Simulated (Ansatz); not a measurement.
## Heat carried by phonons in CeO2 (Fm-3m)

How well does the lattice of CeO2 conduct heat?

Measurements to reproduce:
- thermal conductivity 10.8 W/m/K near room temperature (given in “Predicting the lattice thermal conductivity of solids by solving the Boltzmann transport equation: AFLOW - AAPL an automated, accurate and efficient framework”, 2017, arXiv:1611.05481)

Calculated with Ansatz 0.2.0; DFT r2SCAN, scalar-relativistic, plane waves, PAW.

This is a report of a sequence of runs, with most program output left out.

### Step 1. The starting structure

The structure is cubic, space group Fm-3m (No. 225). Conventional cell: a = 5.407 Å, b = 5.407 Å, c = 5.407 Å, α = 90.00°, β = 90.00°, γ = 90.00°. Nearest to Ce lie 8 O at 2.34 Å. O has 4 Ce at 2.34 Å nearest. Farther neighbours and most contacts between anions are not listed.

As a file:

```cif
data_structure
_symmetry_space_group_name_H-M 'Fm-3m'
_symmetry_Int_Tables_number 225
_cell_length_a 5.4073
_cell_length_b 5.4073
_cell_length_c 5.4073
_cell_angle_alpha 90.000
_cell_angle_beta 90.000
_cell_angle_gamma 90.000
_cell_volume 158.10
loop_
_atom_site_label
_atom_site_type_symbol
_atom_site_symmetry_multiplicity
_atom_site_Wyckoff_symbol
_atom_site_fract_x
_atom_site_fract_y
_atom_site_fract_z
_atom_site_occupancy
Ce1 Ce 4 a 0.00000 0.00000 0.00000 1
O1 O 8 c 0.25000 0.75000 0.75000 1
```

### Step 2. Probe on a coarse mesh

Before spending time, one coarse run tells the gap and the pressure of the starting cell.

File input.yaml:

```yaml
crystal:
  lattice:
    - [0.0, 2.70365, 2.70365]
    - [2.70365, 0.0, 2.70365]
    - [2.70365, 2.70365, 0.0]
  atoms:
    - { symbol: Ce, position: [0.0, 0.0, 0.0] }
    - { symbol: O, position: [0.25, 0.25, 0.25] }
    - { symbol: O, position: [0.75, 0.75, 0.75] }
kpoints:
  mp_grid: { grid: [6, 6, 6] }
hamiltonian:
  xc: r2scan
scf:
  occupations: { method: gaussian, width: 0.1 }
output:
  forces: true
  stress: true
  eigenvalues: true
```

On the command line:

```bash
$ ansatz run input.yaml --threads 18 --pin off --max-ram 92160MiB --backend cuda --events-out ev --progress --plain --runs-dir out
```

It took 2.2 s on 1 × NVIDIA GB200 with 18 threads of Arm Neoverse V2, shared host; peak memory 1.1 GiB.

Numbers from this step:

```yaml
pressure: 3.305 GPa
gap_on_the_k_mesh: 2.380 eV
volume_per_atom: 13.18 Å³/atom
```

The start is under 3.3 GPa at this level and looks like an insulator or semiconductor on this mesh.

### Step 3. Relaxation

The vibrations must be taken about the equilibrium of this functional, not about the starting cell, so the structure is relaxed.

input.yaml, the sections that differ from step 2:

```yaml
kpoints:
  mp_grid: { grid: [10, 10, 10] }
scf:
  occupations: { method: gaussian, width: 0.02 }
relax:
  adjacent_minimum: "off"
  f_tol: 0.005
  max_steps: 80
  cell: { stress_tol: 0.05 }
# crystal, hamiltonian, output: as in step 2
```

Wall time 6.3 s (1 × NVIDIA GB200 with 18 threads); peak memory 1.1 GiB.

Relaxation path:

```csv
step,energy less that of the first step (eV),largest force component (eV/Å),pressure (GPa),volume (Å³)
1,0.0000,0.0000,3.31,39.53
2,-0.0023,0.0000,-2.33,40.70
3,-0.0063,0.0000,-0.07,40.20
4,-0.0063,0.0000,0.00,40.19
5*,-0.0068,0.0000,-0.01,40.19
```

Relaxation steps marked * repeat the geometry before them on a plane-wave basis chosen anew for their cell, so energy and pressure can jump there.

Forces are held to the 48 operations that the run works with; a distortion that breaks them can't arise in this run.

```csv
"conventional cell, symmetrised",before,after,change
a (Å),5.407,5.437,+0.6 %
b (Å),5.407,5.437,+0.6 %
c (Å),5.407,5.437,+0.6 %
volume (Å³/atom),13.18,13.40,+1.7 %
```

The relaxed structure:

```
Ce O
1.0
     0.00000    2.71871    2.71871
     2.71871    0.00000    2.71871
     2.71871    2.71871    0.00000
Ce O
1 2
Direct
  0.00000 0.00000 0.00000
  0.25000 0.25000 0.25000
  0.75000 0.75000 0.75000
```

This step gave:

| Item | Value |
| --- | --- |
| pressure | -0.006532 GPa |
| gap on the k-mesh | 2.234 eV |
| volume per atom | 13.40 Å³/atom |

The relaxation ends with a pressure of -0.01 GPa.

### Step 4. Tight relaxation

The thresholds are tightened for a last relaxation ahead of the phonons, and where mesh or smearing change with them the cell follows.

File input.yaml:

```yaml
crystal:
  lattice:
    - [0.0, 2.7187077437, 2.7187077437]
    - [2.7187077437, 0.0, 2.7187077437]
    - [2.7187077437, 2.7187077437, 0.0]
  atoms:
    - { symbol: Ce, position: [0.0, 0.0, 0.0] }
    - { symbol: O, position: [0.25, 0.25, 0.25] }
    - { symbol: O, position: [0.75, 0.75, 0.75] }
kpoints:
  mp_grid: { grid: [12, 12, 12] }
hamiltonian:
  xc: r2scan
scf:
  occupations: { method: fixed }
output:
  forces: true
  stress: true
  eigenvalues: true
relax:
  adjacent_minimum: "off"
  f_tol: 0.001
  max_steps: 60
  cell: { stress_tol: 0.01 }
```

Run time: 2.3 s. Hardware: 1 × NVIDIA GB200 with 18 threads; peak memory 1.1 GiB.

Little changed from the start: no atom moved by 0.005 Å and no cell edge by 0.1 %.

This step gave:

| Quantity | Value |
| --- | --- |
| pressure | -0.006008 GPa |
| gap on the k-mesh | 2.204 eV |

The residual pressure is -0.0060 GPa, small enough for phonons.

### Step 5. Third-order constants and the Boltzmann equation

Pairs of atoms inside the cutoff are displaced in a supercell, the forces give the cubic constants, and these give the three-phonon rates of the Boltzmann equation.

input.yaml, the sections that differ from step 4:

```yaml
kpoints:
  mp_grid: { grid: [6, 6, 6] }
output:
  eigenvalues: true
phonons:
  method: fd
  dielectric: true
  qmesh: [6, 6, 6]
  temperatures: { t_max: 1000, t_step: 50 }
  qpath:
    path:
      - [[0.0, 0.0, 0.0], [0.5, 0.0, 0.5], [0.5, 0.25, 0.75], [0.375, 0.375, 0.75], [0.0, 0.0, 0.0], [0.5, 0.5, 0.5], [0.625, 0.25, 0.625], [0.5, 0.25, 0.75], [0.5, 0.5, 0.5], [0.375, 0.375, 0.75]]
      - [[0.625, 0.25, 0.625], [0.5, 0.0, 0.5]]
    npoints: 10
  third_order: { supercell: [3, 3, 3], pair_cutoff: 4.608 }
  lattice_thermal_conductivity:
    qmesh: [19, 19, 19]
    temperatures: [100.0, 150.0, 200.0, 300.0, 400.0, 500.0, 600.0, 800.0]
    isotope_mass_variance:
      - { species: Ce, variance: 2.25e-05 }
      - { species: O, variance: 3.359e-05 }
    solution: relaxation_time
# crystal, hamiltonian, scf: as in step 4
# relax: removed
```

Elapsed: 6.5 min, on 1 × NVIDIA GB200 with 18 threads; peak memory 2.2 GiB; 24 min of CPU time.

Numbers from this step:

- lowest frequency on the path: 0 cm⁻¹
- zero-point energy: 0.1659 eV/cell
- point group: m-3m
- highest frequency: 581.8 cm⁻¹
- Debye temperature from the second moment: 613 K
- κ at 300 K (relaxation time): 12.55 W/m/K
- dipole term: run
- mean free path at half of κ: 7.56 nm
- share of κ above the three lowest branches: 0.354
- third-order blocks: 2139
- periodic aliases dropped: 324
- largest relative sum-rule correction: 0.2551
- displaced cells, third order: 105

LO-TO term included. Phonon branches along the path, in cm⁻¹:

```csv
point,branch 1,branch 2,branch 3,branch 4,branch 5,branch 6,branch 7,branch 8,branch 9
Γ,0,0,0,267,267,436,436,436,542
halfway,82,82,191,244,244,330,440,440,561
X,130,130,155,219,219,260,442,442,582
halfway,130,151,165,211,228,282,421,455,574
W,131,184,194,194,194,360,360,469,565
halfway,129,174,177,202,227,319,397,462,566
K,126,166,173,208,265,278,420,449,566
halfway,101,103,169,238,324,380,384,445,539
Γ,0,0,0,267,267,436,436,436,542
halfway,87,87,147,287,287,413,415,415,533
L,115,115,205,336,336,371,371,406,513
halfway,119,151,196,255,307,324,394,441,541
U,126,166,173,208,265,278,420,449,566
halfway,129,174,177,202,227,319,397,462,566
W,131,184,194,194,194,360,360,469,565
halfway,121,160,194,248,269,357,372,451,545
L,115,115,205,336,336,371,371,406,513
halfway,119,151,196,255,307,324,394,441,541
K,126,166,173,208,265,278,420,449,566
jump to U,126,166,173,208,265,278,420,449,566
halfway,129,142,160,219,232,262,436,444,578
X,130,130,155,219,219,260,442,442,582
```

Table of lattice thermal conductivity, RTA xx by temperature:

```csv
temperature (K),"lattice thermal conductivity, RTA xx (W/m/K)"
100,42.7
150,25.5
200,18.8
300,12.6
400,9.54
500,7.74
600,6.55
800,5.06
```

The modes has structure finer than the step of the table below, so its rows give means over 20 cm⁻¹, whole bins alone (the curve runs from -10 to 609 cm⁻¹). Peaks (cm⁻¹: height): Ce 122.3: 0.0460, 196.3: 0.0250; O 266.4: 0.0192, 441.5: 0.0394, 542.8: 0.0231.

Phonopy on the run's constants, 19x19x19 mesh, Gaussian sigma 4.4 cm⁻¹. Modes against wavenumber; means over each step; values in 1/cm⁻¹/cell:

```csv
wavenumber (cm⁻¹),Ce,O
0,2.2e-5,5.4e-6
20,3.0e-4,6.8e-5
40,0.00120,2.5e-4
60,0.00289,5.3e-4
80,0.00607,8.9e-4
100,0.0153,0.00129
120,0.0397,0.00137
140,0.0170,0.00101
160,0.0127,0.00284
180,0.0144,0.00726
200,0.0195,0.0107
220,0.00670,0.0148
240,0.00322,0.0162
260,0.00388,0.0178
280,0.00201,0.0165
300,0.00102,0.0152
320,6.2e-4,0.0150
340,4.2e-4,0.0139
360,2.7e-4,0.0130
380,1.0e-4,0.0157
400,8.9e-5,0.0155
420,2.2e-4,0.0200
440,3.8e-4,0.0350
460,1.7e-4,0.0163
480,1.4e-6,5.1e-4
500,5.7e-7,9.1e-5
520,1.6e-4,0.00434
540,0.00123,0.0192
560,4.6e-4,0.0192
580,4.5e-5,0.00523
```

Distinct triplets, nearest first. Third order norms, by row:

```csv
sites,side 1 (Å),side 2 (Å),side 3 (Å),norm of the 27 components (eV/Å³)
Ce-Ce-Ce,0,0,0,0
O-O-O,0,0,0,33.05
Ce-O-O,0,2.35,2.35,17.9
Ce-O-Ce,0,2.35,2.35,18.26
Ce-O-O,2.35,2.35,2.72,1.933
O-O-O,0,2.72,2.72,6.739
Ce-O-O,2.35,2.35,3.84,1.729
Ce-O-Ce,2.35,2.35,3.84,2.979
O-O-O,2.72,2.72,3.84,0.465
Ce-Ce-Ce,0,3.84,3.84,7.371
Ce-Ce-Ce,3.84,3.84,3.84,0.738
O-O-O,0,3.84,3.84,1.817
O-O-O,3.84,3.84,3.84,0.058
O-O-O,3.84,3.84,3.84,0.167
Ce-O-O,2.35,2.72,4.51,0.844
Ce-O-O,2.35,3.84,4.51,0.402
Ce-O-Ce,2.35,3.84,4.51,0.728
Ce-O-O,0,4.51,4.51,1.052
Ce-O-O,3.84,4.51,4.51,0.176
Ce-O-O,3.84,4.51,4.51,0.066
Ce-O-O,2.72,4.51,4.51,0.241
Ce-O-Ce,3.84,4.51,4.51,0.26
Ce-O-Ce,3.84,4.51,4.51,0.186
Ce-O-Ce,0,4.51,4.51,1.222
```

Born charge (rows field, columns displacement) (e), principal values of the symmetric part by kind of site:

```csv
atom,atoms with these values,low,middle,high,mean
Ce1,1,5.73,5.73,5.73,5.73
O2,2,-2.86,-2.86,-2.86,-2.86
```

In full for O2:

```
-2.86  0.00  0.00
 0.00 -2.86  0.00
 0.00  0.00 -2.86
```

RTA, 300 K. Kappa by branch, by row:

```csv
branch (by rank),mean frequency (THz),mean rms speed (km/s),median lifetime (ps),share of kappa
1,3.32,1.25,4.05,0.151
2,3.97,2.6,2.96,0.277
3,5.52,2.44,1.43,0.218
4,7.2,3.03,0.897,0.083
5,8.3,4.01,0.842,0.118
6,9.98,4.37,0.622,0.1
7,12.11,2.91,0.61,0.043
8,13.33,1.28,0.582,0.007
9,16.5,1.35,0.252,0.003
```

Spectral kappa at 300 K, relaxation time (W/m/K/THz) against frequency; read off at these points:

```csv
frequency (THz),"spectral kappa at 300 K, relaxation time (W/m/K/THz)"
0.25,0
0.75,1.26
1.25,1.69
2.25,1.66
2.75,1.97
3.25,1.60
3.75,1.71
4.25,1.34
4.75,1.07
5.75,0.630
6.25,0.496
6.75,0.602
7.25,0.764
7.75,0.966
8.25,1.08
8.75,1.10
9.25,0.884
9.75,0.634
10.25,0.540
10.75,0.307
11.25,0.408
11.75,0.386
12.75,0.184
13.25,0.0884
13.75,0.0439
14.25,5.0e-5
14.75,0
15.25,3.4e-4
16.25,0.0319
16.75,0.0233
17.25,0.00403
```

Relaxation-time solution. The share of κ carried by shorter paths by mean free path:

```csv
mean free path (nm),100 K,300 K,800 K
0.316,0,0.001,0.009
0.464,0,0.002,0.021
0.681,0,0.004,0.053
1,0,0.01,0.146
1.47,0,0.023,0.333
2.15,0,0.061,0.487
3.16,0.001,0.156,0.588
4.64,0.003,0.365,0.66
6.81,0.01,0.469,0.719
10,0.027,0.576,0.773
14.7,0.069,0.652,0.828
21.5,0.141,0.705,0.856
31.6,0.204,0.762,0.914
46.4,0.334,0.823,0.935
68.1,0.441,0.852,0.958
100,0.521,0.905,0.971
147,0.585,0.928,1
215,0.654,0.953,1
316,0.721,0.968,1
464,0.78,1,1
681,0.854,1,1
1000,0.87,1,1
1470,0.938,1,1
2150,0.938,1,1
3160,1,1,1
```

300 K; a sample spread over frequency. Mode lifetimes, by row, the first 40 of 90 rows:

```csv
q1,q2,q3,branch,frequency (THz),rms speed (km/s),three-phonon rate (1/ps),isotope rate (1/ps),lifetime (ps),mean free path (nm)
0,0.0526,0.0526,1,0.536,2.76,0.0164,6.33e-8,61,169
0,0.1579,0.1579,2,1.597,2.69,0.127,1.11e-5,7.9,21.2
0,0.0526,0.1053,3,2.126,6.54,0.0842,3.97e-5,11.9,77.7
0.1053,0.2105,0.3158,1,2.549,3.23,0.329,9.62e-5,3.03,9.81
0.0526,0.1579,-0.1579,2,2.812,2.19,0.148,1.83e-4,6.73,14.8
0,0.3158,0.3158,1,3.033,2.15,0.272,2.95e-4,3.67,7.89
0.0526,0.2632,0.3684,2,3.181,2.88,0.273,4.05e-4,3.66,10.5
0,0.2105,0.4211,1,3.308,1.45,0.222,6.57e-4,4.48,6.49
0.0526,0.2632,-0.2105,1,3.409,1.01,0.213,0.00101,4.67,4.72
0,0.2105,0.3684,2,3.473,2.94,0.293,0.00125,3.39,9.98
0.0526,0.3684,0.4211,2,3.532,2.13,0.283,0.00133,3.52,7.48
0,0.2632,-0.3158,1,3.602,0.58,0.253,0.00154,3.93,2.26
0,0.2632,-0.4211,1,3.676,0.45,0.264,0.00165,3.76,1.69
0.1053,0.3684,-0.2632,1,3.736,0.59,0.287,0.00172,3.47,2.05
0.1579,0.4211,-0.4211,1,3.824,0.61,0.297,0.00176,3.35,2.03
0.0526,0.4737,-0.4737,1,3.877,0.38,0.297,0.00183,3.34,1.28
0,0.4737,-0.4737,2,3.96,0.98,0.301,5.21e-4,3.31,3.24
0.0526,0.4737,-0.4211,2,4.198,1.88,0.336,5.78e-4,2.97,5.57
0.0526,0.4211,-0.4211,2,4.445,2.33,0.361,6.40e-4,2.76,6.45
0.0526,0.3684,-0.4211,2,4.685,2.49,0.397,6.91e-4,2.51,6.26
0,0.4211,-0.4737,3,4.872,2.44,1.24,1.51e-4,0.806,1.97
0.0526,0.4211,-0.3684,3,5.08,1.32,1.06,2.13e-4,0.944,1.24
0.1053,0.4211,-0.3158,2,5.23,2.5,0.489,8.07e-4,2.04,5.11
0.1053,0.3684,-0.3158,2,5.437,1.21,0.758,6.59e-4,1.32,1.6
0.0526,0.2105,0.3684,3,5.589,3.04,0.547,0.00109,1.82,5.54
0.1579,0.4211,-0.2632,3,5.705,2.46,0.718,0.00221,1.39,3.42
0.1053,0.3158,-0.2632,3,5.798,1.53,0.751,0.00208,1.33,2.03
0.1053,0.2632,-0.4737,3,5.9,1.09,0.722,0.00224,1.38,1.51
0.1053,0.3158,-0.4211,3,5.979,1.68,0.823,0.00165,1.21,2.03
0.1579,0.3684,-0.3158,4,6.07,3.13,0.954,8.30e-4,1.05,3.27
0,0.2632,0.3158,3,6.227,3.65,0.675,9.71e-4,1.48,5.4
0.0526,0.3158,0.4737,3,6.376,1.8,0.964,8.89e-4,1.04,1.86
0.1579,0.4211,-0.3684,5,6.52,2.54,1.07,8.88e-4,0.93,2.36
0.1053,0.3158,-0.4211,4,6.64,4.92,1.18,0.00112,0.848,4.17
0.0526,0.4211,0.4737,5,6.802,0.81,0.963,0.0011,1.04,0.843
0.0526,0.3158,0.4737,4,6.924,4.64,1.42,0.00141,0.702,3.25
0,0.3158,0.4211,5,7.093,1.89,1.08,0.0014,0.922,1.74
0,0.2632,0.2632,4,7.264,1.08,1.43,0.00138,0.697,0.749
0.1053,0.2105,0.4737,4,7.437,4.59,1.25,0.00152,0.801,3.68
0.0526,0.1579,0.2632,4,7.603,1.89,1.02,0.00161,0.977,1.84
```

Without the LO-TO term. Gamma linewidths, by row:

```csv
branch,frequency (cm⁻¹),three-phonon rate (1/ps),isotope rate (1/ps),FWHM (cm⁻¹)
4,267.3,0.421,0.00204,2.24
5,267.3,0.421,0.00204,2.24
6,267.3,0.421,0.00204,2.24
7,435.5,1.59,0.0123,8.5
8,435.5,1.59,0.0123,8.5
9,435.5,1.59,0.0123,8.5
```

W/m/K, third of the trace; RTA populations with a boundary rate v/L added to each mode (Matthiessen's rule). Kappa by grain size, by row:

```csv
T (K),bulk,10 nm,30 nm,100 nm,300 nm,1000 nm,10000 nm,100000 nm
100,42.58,6.162,12.2,20.64,28.15,34.76,41.18,42.42
300,12.12,6.082,8.3,10.1,11.14,11.75,12.08,12.12
600,6.031,3.913,4.811,5.456,5.783,5.945,6.021,6.03
```

W/m/K, third of the trace; RTA populations with the isotope rates scaled. Kappa by mass disorder, by row:

```csv
T (K),no isotopes,as typed,variance x 3,variance x 10,variance x 30
100,42.86,42.58,42.03,40.35,36.74
300,12.14,12.12,12.08,11.96,11.63
600,6.035,6.031,6.022,5.991,5.908
```

At 300 K the relaxation-time value is 12.6 W/(m K).

### Step 6. Outcome

| Property | Result |
| --- | --- |
| highest frequency | 581.8 cm⁻¹ |
| Debye temperature from the second moment | 613 K |
| κ at 300 K (relaxation time) | 12.55 W/m/K |
| mean free path at half of κ | 7.56 nm |
| share of κ above the three lowest branches | 0.354 |

What this shows: The lattice of CeO2 conducts 12.6 W/(m K) at 300 K by r2SCAN (mean over directions, relaxation-time solution). Above 300 K the relaxation-time κ falls as T^-0.93, near the 1/T law of three-phonon scattering. Grains of 100 nm would keep 83 % of the bulk value at 300 K, and grains of 1 µm 97 %. Removing the natural isotope disorder raises κ at 300 K by 0 %. A measured thermal conductivity near room temperature is 10.8 W/m/K (arXiv:1611.05481); the calculated 12.6 W/m/K differs by +16 %. Four-phonon, defect and boundary scattering, which are left out, would lower the calculated value; thermal expansion is left out too. The last run computed the relaxation-time solution alone; it counts normal processes as resistive, so the full solution usually lies higher, most of all in good conductors. The sum rules changed one orbit of cubic constants by up to 26 %; by the manual a large change points to a short cutoff or, on a small and distant orbit, to noisy forces. The conductivities include the coherence part between close branches; the shares for grains, isotopes, branches and paths are of the relaxation-time populations alone. Cubic couplings among atoms farther apart than the pair cutoff are dropped, and neither the cutoff nor the q-mesh was shown to be converged here. The interpolation has no quadrupole term, so branches near the zone centre are less sure, since this crystal has sites that are not centres of inversion. The PAW files were made for PBE and are used here under another functional, for which the program regenerates the frozen cores.

[Logs are printed without paths, hosts, clocks, repeated set-up lines and the standing remarks that a program may print on its own settings, such as how far it seeks lower states.]

[Hosts, paths, dates, database ids (printed as entryN), source tags and the programs' standing remarks are cut or masked in the printed files.]

[A step with changed settings may run another functional than the one named; its input shows which.]
